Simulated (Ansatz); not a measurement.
**AlGa2, from a guessed structure to a relaxed one**

Starting from a made-up structure for AlGa2, the aim is the relaxed cell, its shortest contacts and, where a second run follows, its electronic structure.

Calculated with Ansatz 0.2.0; DFT, r2SCAN, plane-wave PAW, files of the set soft_1, scalar-relativistic, no spin, cell and ions relaxed at zero pressure; PAW set soft_1.

## Step 1: Starting point

The structure is tetragonal, space group I4/mmm (No. 139). The conventional cell has a = 3.176 Å, b = 3.176 Å, c = 9.416 Å, α = 90.00°, β = 90.00°, γ = 90.00°. Ga has 4 Ga at 2.49 Å and 5 Al at 2.89 Å nearest. Al has 10 Ga at 2.89 Å and 4 Al at 3.18 Å nearest. Farther neighbours are not listed.

## Step 2: Relaxation of the guess

The guessed cell has no reason to be at equilibrium. It is relaxed with the atoms, within the space group of the guess.

Contents of input.yaml:

```yaml
crystal:
  lattice:
    - [-1.588, 1.588, 4.708]
    - [1.588, -1.588, 4.708]
    - [1.588, 1.588, -4.708]
  atoms:
    - { symbol: Ga, position: [0.6934, 0.6934, 0.0] }
    - { symbol: Ga, position: [0.3066, 0.3066, 0.0] }
    - { symbol: Al, position: [0.0, 0.0, 0.0] }
kpoints:
  mp_grid: { grid: [12, 12, 12] }
scf:
  occupations: { method: fermi_dirac, width: 0.05 }
hamiltonian:
  xc: r2scan
  pseudopotentials: { kind: paw, azcp: { folder: soft_1 } }
relax:
  f_tol: 0.015
  max_steps: 70
  cell: {}
output:
  forces: true
  stress: true
```

The run is started by

```
$ ansatz run input.yaml --threads 4 --pin off --max-ram 8192MiB --backend cpu --events-out ev --progress --plain --runs-dir out
```

Numbers of over 12 decimals in the logs are rounded to 6 here.

The log of the run:

```text
basis.fft_grid_basis auto: the FFT boxes are laid along the combinations [[1, 0, 1], [0, 1, 1], [0, 0, 1]] of the cell's own vectors, 3.176, 3.176 and 5.216 Å long. The dense box has 24×24×40 points. Along the cell's own vectors, as sized, it would have 40×40×40, 2.78 times as many. Of the 16 symmetry operations that the crystal satisfies within crystal.symmetry.tolerance (time reversal apart; of a slab, those that k [...]
Engine: ansatz 0.2.0, x86_64-unknown-linux-gnu
Pseudopotentials: kind: paw
Pseudopotential: Ga, paw, valence charge 13, recommended cutoff 500 eV (meta_gga), soft_1/Ga.paw.azcp
Pseudopotential: Al, paw, valence charge 3, recommended cutoff 500 eV (meta_gga), soft_1/Al.paw.azcp
Functional definition: r2SCAN
  parameter k0 = 0.174
  parameter k1 = 0.065
  parameter a1 = 4.9479
  exchange = r2scan_x(k0 = k0, k1 = k1, a1 = a1)
  correlation = r2scan_c
Crystal: 3 atoms, lattice volume = 47.489 Å³
Basis set: ecut = 500 eV, 1201 PW (Γ), FFT grids on a1+a3, a2+a3, a3, exchange–correlation on 96×96×160 points (64 copies of the dense FFT grid, shifted against one another)
Bands: 19, of which v1, the nominal top of the filled ones, is band 15 counted from 1 (14 counted from 0)
Symmetry: 16 space group operations
Space group: I4/mmm (ITA 139), of the structure as read, at distance tolerance 3.6e-5 Å
k-points: 163 of 1728
Non-local potential: Ga, projectors of the file, l = 0: 2, l = 1: 2, l = 2: 3, l = 3: 1
Non-local potential: Al, projectors of the file, l = 0: 2, l = 1: 2, l = 2: 1
PAW form: soft (Blöchl's): semilocal exchange-correlation on the pseudo side does not see the compensation charge
PAW frozen core: Ga, regenerated for the run's functional (the file was generated under x = pbe(κ = 0.804, μ = 0.219515), c = pbe(β = 0.066725))
PAW frozen core: Al, regenerated for the run's functional (the file was generated under x = pbe(κ = 0.804, μ = 0.219515), c = pbe(β = 0.066725))
PAW one-centre angular grid: Ga, 590 points (default); XC on 160 Gauss nodes
PAW one-centre angular grid: Al, 302 points (default); XC on 160 Gauss nodes
Initial density: superposition of atomic densities (chi_scale 0.1, normalization cell, long waves kept (reshape's long-wave potential 0.00 eV rms))
Initial wavefunctions: pseudopotential atomic-orbital guess
Functional: x = r2scan, c = r2scan; τ floored in thin density (d = 2e-4 eV/Å³)
iter 1 solved again at ethr=1.00e-3 eV; its pass at ethr=3.10e-3 eV (dr2=2.90e-1 eV) is discarded
SCF iter   1: F=—  HF=-8119.782640 eV  |F-HF|=—  |Δ(HF+E_count)|=         —  Δρ=2.80e-2  dr2=2.92e-1  dr2_τ=8.87e-3  ethr=1.00e-3  ⟨swp⟩=1.0  Hψ=18559  notcnv=0
preconditioner: auto → Kerker (q_TF=auto, 2.513 Å⁻¹)  [metal: Δε(μ)=0.033 eV  Ē_g=16.112 eV  σ=0.050 eV  W_gap=0.16  n_scr=10 (ndim 8)  ℏωp=29.0 eV  f_vac=0.000  D(μ)=1.27/eV (n_scr^D=10)]
SCF iter   2: F=—  HF=-8119.837488 eV  |F-HF|=—  |Δ(HF+E_count)|=   5.48e-2  Δρ=2.00e-2  dr2=1.35e-1  dr2_τ=1.56e-3  ethr=1.00e-3  ⟨swp⟩=3.0  Hψ=5964  notcnv=0
SCF iter   3: F=—  HF=-8119.881256 eV  |F-HF|=—  |Δ(HF+E_count)|=   4.38e-2  Δρ=4.03e-3  dr2=9.30e-3  dr2_τ=1.53e-4  ethr=4.66e-4  ⟨swp⟩=2.1  Hψ=6244  notcnv=0  defer=6
SCF iter   4: F=—  HF=-8119.872044 eV  |F-HF|=—  |Δ(HF+E_count)|=   9.21e-3  Δρ=2.14e-3  dr2=2.30e-3  dr2_τ=2.07e-5  ethr=3.21e-5  ⟨swp⟩=2.0  Hψ=6308  notcnv=0  defer=8
SCF iter   5: F=—  HF=-8119.873384 eV  |F-HF|=—  |Δ(HF+E_count)|=   1.34e-3  Δρ=5.40e-4  dr2=1.09e-4  dr2_τ=2.23e-6  ethr=7.93e-6  ⟨swp⟩=2.8  Hψ=6190  notcnv=0  defer=9
SCF iter   6: F=—  HF=-8119.873473 eV  |F-HF|=—  |Δ(HF+E_count)|=   8.87e-5  Δρ=1.84e-4  dr2=1.81e-5  dr2_τ=1.27e-7  ethr=3.74e-7  ⟨swp⟩=2.8  Hψ=5558  notcnv=0  defer=9
SCF iter   7: F=—  HF=-8119.873474 eV  |F-HF|=—  |Δ(HF+E_count)|=   1.25e-6  Δρ=3.94e-5  dr2=1.28e-6  dr2_τ=4.50e-9  ethr=6.25e-8  ⟨swp⟩=2.0  Hψ=3865  notcnv=0  defer=9
SCF iter   8: F=—  HF=-8119.873474 eV  |F-HF|=—  |Δ(HF+E_count)|=   4.88e-7  Δρ=1.60e-5  dr2=2.65e-7  dr2_τ=5.13e-10  ethr=4.41e-9  ⟨swp⟩=2.0  Hψ=5345  notcnv=0  defer=9
SCF iter   9: F=-8119.873474 eV  HF=-8119.873474 eV  |F-HF|=2.20e-9  |Δ(HF+E_count)|=   1.04e-8  Δρ=2.51e-6  dr2=6.87e-9  dr2_τ=2.19e-11  ethr=3.45e-10  ⟨swp⟩=4.0  Hψ=9209  notcnv=0
SCF 1 converged in 9 iterations: F = -8119.873474 eV  dr2 = 6.87e-9
  greatest PAW one-centre occupation: 0.993 electrons in one spin orbital (limit 2), on the Ga atom at site 1 (counted from 0), in its partial waves of l = 2
relax step   1: F+E_penalty+E_count = -8119.87347444 eV  Δ(F+E_penalty+E_count) = +0.000e0 eV  max|allowed force component| = 1.845e0 eV/Å  Δτ_max = 0.0000 Å  P = +11.755 GPa  Ω = 47.489 Å³  (9 SCF iters, dr2 threshold 1.00e-7 eV, accepted)
Crystal: 3 atoms, lattice volume = 50.883 Å³
Basis set: ecut = 500 eV, 1281 PW (Γ), FFT grids on a1+a3, a2+a3, a3, exchange–correlation on 96×96×160 points (64 copies of the dense FFT grid, shifted against one another)
Initial density: handed on by an earlier stage of this run
Initial wavefunctions: those handed on with the density
iter 1 solved again at ethr=2.08e-4 eV; its pass at ethr=3.10e-3 eV (dr2=6.03e-2 eV) is discarded
SCF iter   1: F=—  HF=-8120.053012 eV  |F-HF|=—  |Δ(HF+E_count)|=         —  Δρ=1.06e-2  dr2=6.05e-2  dr2_τ=7.77e-2  ethr=2.08e-4  ⟨swp⟩=1.5  Hψ=19398  notcnv=0
preconditioner: auto → Kerker (q_TF=auto, 2.484 Å⁻¹)  [metal: Δε(μ)=0.028 eV  Ē_g=16.101 eV  σ=0.050 eV  W_gap=0.14  n_scr=10 (ndim 8)  ℏωp=28.0 eV  f_vac=0.000  D(μ)=1.40/eV (n_scr^D=10)]
SCF iter   2: F=—  HF=-8120.267671 eV  |F-HF|=—  |Δ(HF+E_count)|=   2.15e-1  Δρ=5.47e-3  dr2=4.60e-3  dr2_τ=1.22e-4  ethr=2.08e-4  ⟨swp⟩=3.3  Hψ=6445  notcnv=0
SCF iter   3: F=—  HF=-8120.268770 eV  |F-HF|=—  |Δ(HF+E_count)|=   1.10e-3  Δρ=2.07e-3  dr2=1.14e-3  dr2_τ=8.81e-6  ethr=1.59e-5  ⟨swp⟩=3.0  Hψ=6607  notcnv=0  defer=15
SCF iter   4: F=—  HF=-8120.269221 eV  |F-HF|=—  |Δ(HF+E_count)|=   4.51e-4  Δρ=6.09e-4  dr2=1.75e-4  dr2_τ=1.11e-6  ethr=3.94e-6  ⟨swp⟩=2.0  Hψ=5774  notcnv=0  defer=15
SCF iter   5: F=—  HF=-8120.269227 eV  |F-HF|=—  |Δ(HF+E_count)|=   5.24e-6  Δρ=1.95e-4  dr2=2.27e-5  dr2_τ=3.03e-7  ethr=6.02e-7  ⟨swp⟩=2.0  Hψ=5436  notcnv=0  defer=15
SCF iter   6: F=—  HF=-8120.269206 eV  |F-HF|=—  |Δ(HF+E_count)|=   2.06e-5  Δρ=5.55e-5  dr2=2.75e-6  dr2_τ=2.81e-8  ethr=7.84e-8  ⟨swp⟩=2.0  Hψ=5438  notcnv=0  defer=15
SCF iter   7: F=—  HF=-8120.269208 eV  |F-HF|=—  |Δ(HF+E_count)|=   2.14e-6  Δρ=2.37e-5  dr2=6.29e-7  dr2_τ=1.58e-9  ethr=9.48e-9  ⟨swp⟩=2.2  Hψ=5331  notcnv=0  defer=15
[...]
[... from here on, the SCF cycles and remarks between the steps are left out ...]
relax step   4: F+E_penalty+E_count = -8120.46352688 eV  Δ(F+E_penalty+E_count) = -2.431e-2 eV  max|allowed force component| = 2.612e-2 eV/Å  Δτ_max = 0.0427 Å  P = +0.614 GPa  Ω = 51.323 Å³  energy of the carried Pulay correction = -1.268e-3 eV  (7 SCF iters, dr2 threshold 3.00e-7 eV, accepted)
relax step   5: F+E_penalty+E_count = -8120.48497121 eV  Δ(F+E_penalty+E_count) = -2.144e-2 eV  max|allowed force component| = 1.660e-1 eV/Å  Δτ_max = 0.0372 Å  P = -0.261 GPa  Ω = 52.021 Å³  energy of the carried Pulay correction = -1.488e-3 eV  (8 SCF iters, dr2 threshold 3.00e-7 eV, accepted)
relax step   6: F+E_penalty+E_count = -8120.50015914 eV  Δ(F+E_penalty+E_count) = -1.519e-2 eV  max|allowed force component| = 5.816e-2 eV/Å  Δτ_max = 0.0270 Å  P = +0.091 GPa  Ω = 51.636 Å³  energy of the carried Pulay correction = -1.367e-3 eV  (7 SCF iters, dr2 threshold 3.00e-7 eV, accepted)
relax step   7: F+E_penalty+E_count = -8120.51448516 eV  Δ(F+E_penalty+E_count) = -1.433e-2 eV  max|allowed force component| = 4.007e-2 eV/Å  Δτ_max = 0.0167 Å  P = +1.090 GPa  Ω = 51.239 Å³  energy of the carried Pulay correction = -1.241e-3 eV  (7 SCF iters, dr2 threshold 3.00e-7 eV, accepted)
relax step   8: F+E_penalty+E_count = -8120.51547277 eV  Δ(F+E_penalty+E_count) = -9.876e-4 eV  max|allowed force component| = 1.543e-2 eV/Å  Δτ_max = 0.0024 Å  P = -0.433 GPa  Ω = 52.125 Å³  energy of the carried Pulay correction = -1.520e-3 eV  (7 SCF iters, dr2 threshold 3.00e-7 eV, accepted)
relax step   9: F+E_penalty+E_count = -8120.51704347 eV  Δ(F+E_penalty+E_count) = -1.571e-3 eV  max|allowed force component| = 4.082e-3 eV/Å  Δτ_max = 0.0028 Å  P = -0.039 GPa  Ω = 51.860 Å³  energy of the carried Pulay correction = -1.437e-3 eV  (6 SCF iters, dr2 threshold 3.00e-7 eV, accepted)
relax step  10: F+E_penalty+E_count = -8120.46769829 eV  Δ(F+E_penalty+E_count) = +4.935e-2 eV  max|allowed force component| = 8.514e-2 eV/Å  Δτ_max = 0.0035 Å  P = +1.969 GPa  Ω = 51.270 Å³  energy of the carried Pulay correction = -1.251e-3 eV  (7 SCF iters, dr2 threshold 3.00e-7 eV, rejected (line search))
relax step  11: F+E_penalty+E_count = -8120.51789632 eV  Δ(F+E_penalty+E_count) = -8.529e-4 eV  max|allowed force component| = 4.088e-3 eV/Å  Δτ_max = 0.0003 Å  P = -0.257 GPa  Ω = 52.143 Å³  energy of the carried Pulay correction = -1.526e-3 eV  (11 SCF iters, accepted)
relax step  12: F+E_penalty+E_count = -8120.51812666 eV  Δ(F+E_penalty+E_count) = -2.303e-4 eV  max|allowed force component| = 2.181e-4 eV/Å  Δτ_max = 0.0008 Å  P = +0.014 GPa  Ω = 51.931 Å³  energy of the carried Pulay correction = -1.460e-3 eV  (4 SCF iters, dr2 threshold 2.16e-7 eV, accepted)
Basis set: ecut = 500 eV, 1331 PW (Γ), FFT grids on a1+a3, a2+a3, a3, exchange–correlation on 108×108×144 points (64 copies of the dense FFT grid, shifted against one another)
Initial wavefunctions: pseudopotential atomic-orbital guess (no wavefunctions were taken with the density)
iter 1 solved again at ethr=5.25e-7 eV; its pass at ethr=3.10e-3 eV (dr2=1.52e-4 eV) is discarded
SCF iter   1: F=—  HF=-8120.520317 eV  |F-HF|=—  |Δ(HF+E_count)|=         —  Δρ=6.97e-4  dr2=2.07e-5  dr2_τ=1.54e-5  ethr=5.25e-7  ⟨swp⟩=2.2  Hψ=21373  notcnv=0
preconditioner: auto → Kerker (q_TF=auto, 2.476 Å⁻¹)  [metal: Δε(μ)=0.016 eV  Ē_g=15.880 eV  σ=0.050 eV  W_gap=0.08  n_scr=10 (ndim 8)  ℏωp=27.7 eV  f_vac=0.000  D(μ)=1.14/eV (n_scr^D=10)]
SCF iter   2: F=—  HF=-8120.521361 eV  |F-HF|=—  |Δ(HF+E_count)|=   1.04e-3  Δρ=4.16e-4  dr2=1.74e-5  dr2_τ=8.14e-6  ethr=7.15e-8  ⟨swp⟩=2.0  Hψ=5463  notcnv=0
SCF iter   3: F=—  HF=-8120.521720 eV  |F-HF|=—  |Δ(HF+E_count)|=   3.58e-4  Δρ=8.91e-5  dr2=6.92e-7  dr2_τ=4.49e-7  ethr=6.01e-8  ⟨swp⟩=2.0  Hψ=5461  notcnv=0
SCF iter   4: F=—  HF=-8120.521737 eV  |F-HF|=—  |Δ(HF+E_count)|=   1.76e-5  Δρ=2.22e-5  dr2=7.84e-8  dr2_τ=2.63e-8  ethr=2.39e-9  ⟨swp⟩=2.0  Hψ=5490  notcnv=0
SCF iter   5: F=—  HF=-8120.521739 eV  |F-HF|=—  |Δ(HF+E_count)|=   1.29e-6  Δρ=6.73e-6  dr2=9.45e-9  dr2_τ=2.42e-10  ethr=2.70e-10  ⟨swp⟩=2.0  Hψ=5465  notcnv=0
SCF iter   6: F=—  HF=-8120.521739 eV  |F-HF|=—  |Δ(HF+E_count)|=   1.81e-8  Δρ=1.76e-6  dr2=1.24e-9  dr2_τ=5.87e-11  ethr=3.26e-11  ⟨swp⟩=2.0  Hψ=5455  notcnv=0
SCF iter   7: F=—  HF=-8120.521739 eV  |F-HF|=—  |Δ(HF+E_count)|=   4.02e-9  Δρ=4.50e-7  dr2=1.08e-10  dr2_τ=7.21e-13  ethr=4.28e-12  ⟨swp⟩=2.3  Hψ=5273  notcnv=0
SCF iter   8: F=-8120.521739 eV  HF=-8120.521739 eV  |F-HF|=5.46e-12  |Δ(HF+E_count)|=  1.88e-10  Δρ=8.80e-8  dr2=4.60e-12  dr2_τ=1.92e-14  ethr=1.00e-12  ⟨swp⟩=5.5  Hψ=12891  notcnv=0
SCF 13 converged in 8 iterations: F = -8120.521739 eV  dr2 = 4.60e-12
relax step  13: F+E_penalty+E_count = -8120.52173866 eV  Δ(F+E_penalty+E_count) = -3.612e-3 eV  max|allowed force component| = 2.522e-5 eV/Å  Δτ_max = 0.0000 Å  P = +0.023 GPa  Ω = 51.931 Å³  stress off target by 3.03e-2 GPa  SCF on the basis re-selected at this cell (its energy is not comparable with the rows above)  (8 SCF iters)
basis re-selected at this cell: Δ(F+E_penalty+E_count) = -3.612e-3 eV, ΔP = +0.009 GPa vs the last step (what re-selecting the basis moved, of the pressure what is left beyond the Pulay correction that the steps carried, after the strain that the cell walked since its last selection, with what the two solves' SCF thresholds leave and, on support functions, any second-order correction that the steps lacked; it is no measure of the basis error at this ecutwfc). The dense FFT grid was sized anew with the basis: this SCF ran on 27×27×36 points, the steps before it on 24×24×40, so part of this shift can come from that change (see relax.cell in the input reference). [rest of the remark cut]
SCF converged after 8 iterations
Free energy (F): -8120.521739 eV
Harris-Foulkes:  -8120.521739 eV  (|F-HF|=5.46e-12)
Internal energy: -8120.512272 eV  (E = F + TS)
E sigma→0 (E₀):  -8120.517005 eV
Entropy (-TS):   -0.009467 eV (-3.156 meV/atom)
Fermi energy:    9.704763 eV
--- Per-component energies (eV) ---
  E_band       = -70.481975
  E_kinetic    = 243.641548
  E_local      = -2895.285007  (includes V_loc(G=0)·N_el)
  E_nonlocal   = -179.242655
  E_hartree    = 1864.430426
  E_xc         = -150.020919
  E_vxc        = -147.618694  (∫ρ·V_xc dr)
  E_paw        = -4477.713145  (= ΣΔE_a)
  E_vpaw       = -828.753138  (= ΣTr[D̂ρ^β])
  E_aug_tail   = 0.000066  (compensation charges beyond the density's cutoff)
  E_vtau       = 7.915018  (kinetic-family band-sum trace: ∫τ·v_τ [+ j·A + Jᵃ·Aᵃ] dr)
  E_ewald      = -2524.956348
  E_core_change = -1.366239  (= ΣΔE_core)
  E_smearing   = -0.009467  (= −TS)
  E_closure    = 0.000000  (closes the sum)
  Σ components = -8120.521739   (vs F -8120.521739, Δ=0.00e0)
--- Forces (eV/Å), atoms counted from 1 ---
  atom   1  Ga     0.00000000     0.00000000    -0.00002522
  atom   2  Ga    -0.00000000     0.00000000     0.00002522
  atom   3  Al     0.00000000     0.00000000     0.00000000
  max |Σ_I F_I| component: 4.34e-19 eV/Å
--- Stress (GPa, compression-positive) ---
        0.030300       0.000000       0.000000
        0.000000       0.030300       0.000000
        0.000000      -0.000000       0.008043
  P = ⅓ Tr σ = 0.0229 GPa (0.229 kbar)
--- Relaxed structure (12 steps of the walk, 11 accepted, 1 SCFs on fresh bases) ---
  F+E_penalty+E_count = -8120.52173866 eV   max|allowed force component| = 2.522e-5 eV/Å   (the final SCF, on the basis selected at the relaxed cell)
  cell:  # Å, volume = 51.9315 Å³
    - [-1.785782, 1.785782, 4.071121]
    - [1.785782, -1.785782, 4.071121]
    - [1.785782, 1.785782, -4.071121]
  atoms:
    - { symbol: Ga, position: [0.666426, 0.666426, 0] }
    - { symbol: Ga, position: [0.333574, 0.333574, 0] }
    - { symbol: Al, position: [-1.1360940351731425e-18, -1.136094035173143e-18, 0] }
```

Run time: 32 s. Hardware: 4 threads of AMD EPYC 9R14 (Zen 4), shared host; peak memory 0.67 GiB.

The steps of the relaxation:

```csv
step,energy less that of the first step (eV),largest force component (eV/Å),pressure (GPa),volume (Å³)
1,0.0000,1.8449,11.76,47.49
2,-0.3957,0.9820,2.84,50.88
3,-0.5657,0.2574,1.55,50.74
4,-0.5901,0.0261,0.61,51.32
5,-0.6115,0.1660,-0.26,52.02
6,-0.6267,0.0582,0.09,51.64
7,-0.6410,0.0401,1.09,51.24
8,-0.6420,0.0154,-0.43,52.13
9,-0.6436,0.0041,-0.04,51.86
10,-0.5942,0.0851,1.97,51.27
11,-0.6444,0.0041,-0.26,52.14
12,-0.6447,0.0002,0.01,51.93
13*,-0.6483,0.0000,0.02,51.93
```

Relaxation steps marked * repeat the geometry before them on a plane-wave basis chosen anew for their cell, so energy and pressure can jump there. Relaxation step 10 was tried and not accepted.

Forces are held to the 16 operations that the run works with; a distortion that breaks them can't arise in this run.

```csv
cell as run,before,after,change
a (Å),5.216,4.791,-8.2 %
b (Å),5.216,4.791,-8.2 %
c (Å),5.216,4.791,-8.2 %
α (°),144.55,136.23,-5.8 %
β (°),144.55,136.23,-5.8 %
γ (°),51.00,63.63,+24.7 %
volume (Å³/atom),15.83,17.31,+9.4 %
```

The atoms that moved most (Å, as changes of fractional coordinates times the final cell):

```csv
atom,dx,dy,dz,length
Ga1,0.000,0.000,-0.220,0.220
Ga2,0.000,0.000,0.220,0.220
```

The relaxed structure:

```
Ga Al
1.0
    -1.78578    1.78578    4.07112
     1.78578   -1.78578    4.07112
     1.78578    1.78578   -4.07112
Ga Al
2 1
Direct
  0.66643 0.66643 0.00000
  0.33357 0.33357 0.00000
  0.00000 0.00000 0.00000
```

Numbers from this step:

| Quantity | Value |
| --- | --- |
| free energy | -8120.5217 eV |
| energy at zero smearing | -8120.5170 eV |
| smearing term TS | 0.009467 eV |
| Fermi energy | 9.705 eV |
| electrons | 29 |
| symmetry operations | 16 |
| pressure | 0.02288 GPa |

The shortest distance of each pair, which need not be the same contact before and after:

```csv
pair,guess (Å),relaxed (Å)
Ga–Ga,2.486,2.710
Al–Ga,2.887,2.716
Al–Al,3.176,3.572
```

The relaxation ends with a largest force component of 2.5e-5 eV/Å and a pressure of 0.02 GPa.

## Step 3: Summary of results

- space group, relaxed: I4/mmm
- conventional cell: a = 3.572, b = 3.572, c = 8.142 Å; α = 90.0°, β = 90.0°, γ = 90.0°
- volume per atom: 17.31 Å³ (guess 15.83)

AlGa2 relaxes to I4/mmm with a = 3.572, b = 3.572 and c = 8.142 Å. The guessed volume was 9 % too small. The space group I4/mmm was held in the relaxation, so the end point is a stationary structure within it and may be a saddle against distortions or other arrangements. Mesh and cutoff weren't tested. A vector of the cell changed its length by 8 %, more than the volume shows. No dispersion term is used, so weakly bound directions may come out too long. Nothing here tests whether the compound is stable against decomposition.

[Logs are printed without paths, hosts, clocks, repeated set-up lines and the standing remarks that a program may print on its own settings, such as how far it seeks lower states.]

[Hosts, paths, dates, database ids (printed as entryN), source tags and the programs' standing remarks are cut or masked in the printed files.]
